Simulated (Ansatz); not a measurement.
Records of electronic-structure calculations. Some values are withheld and marked by numbers in brackets.

## A low-energy model for CuI (Marshite): bands, U and J

The structure is cubic, space group F-43m (No. 216). The conventional cell has a = 6.063 Å, b = 6.063 Å, c = 6.063 Å, α = 90.00°, β = 90.00°, γ = 90.00°. Nearest to Cu lie 4 I at 2.63 Å. I has 4 Cu at 2.63 Å nearest. Farther neighbours and most contacts between anions are not listed.

- method: DFT, LDA, plane waves, PAW (and 1 further level or step)
- program: Ansatz 0.2.0
- settings of one run: cutoff 420 eV, 6×6×6 k-mesh, smearing width 0.08 eV, default PAW, coordination {"Cu": "tetrahedral"}, magnetic state non-magnetic by constraint, PAW set soft 2
- cost: 3 runs, 24 min in all on 4 threads of Arm Neoverse V1, shared host (the runs of this entry)
- notes: The database entry behind the starting cell differs from later determinations by our own check (about 0.15 % long (mineral sample)). The cell and positions come from the Crystallography Open Database and are kept as given unless a step says otherwise. Limits: no spin polarisation; no spin-orbit coupling.
- Cu d: U 4.85 eV, U′ 3.71 eV, J 0.58 eV, bare V 21.7 eV
- Cu d + anion p: [1]
- method: constrained RPA on non-magnetic LDA, 6×6×6 mesh, static

Q: Give the missing entries.

[1] Cu d + anion p (CuI (Marshite)): U 5.87 eV, U′ 4.45 eV, J 0.71 eV, bare V 26.0 eV. With the window Cu d + anion p U becomes 5.87 eV and the bare V 25.98 eV, so U/V goes from 0.22 to 0.23; the change follows the shape of the functions more than the screening.

[Runs of the session that timed out or met a known fault of the program may be left out.]

[Hosts, paths, dates, database ids (printed as entryN), source tags and the programs' standing remarks are cut or masked in the printed files.]
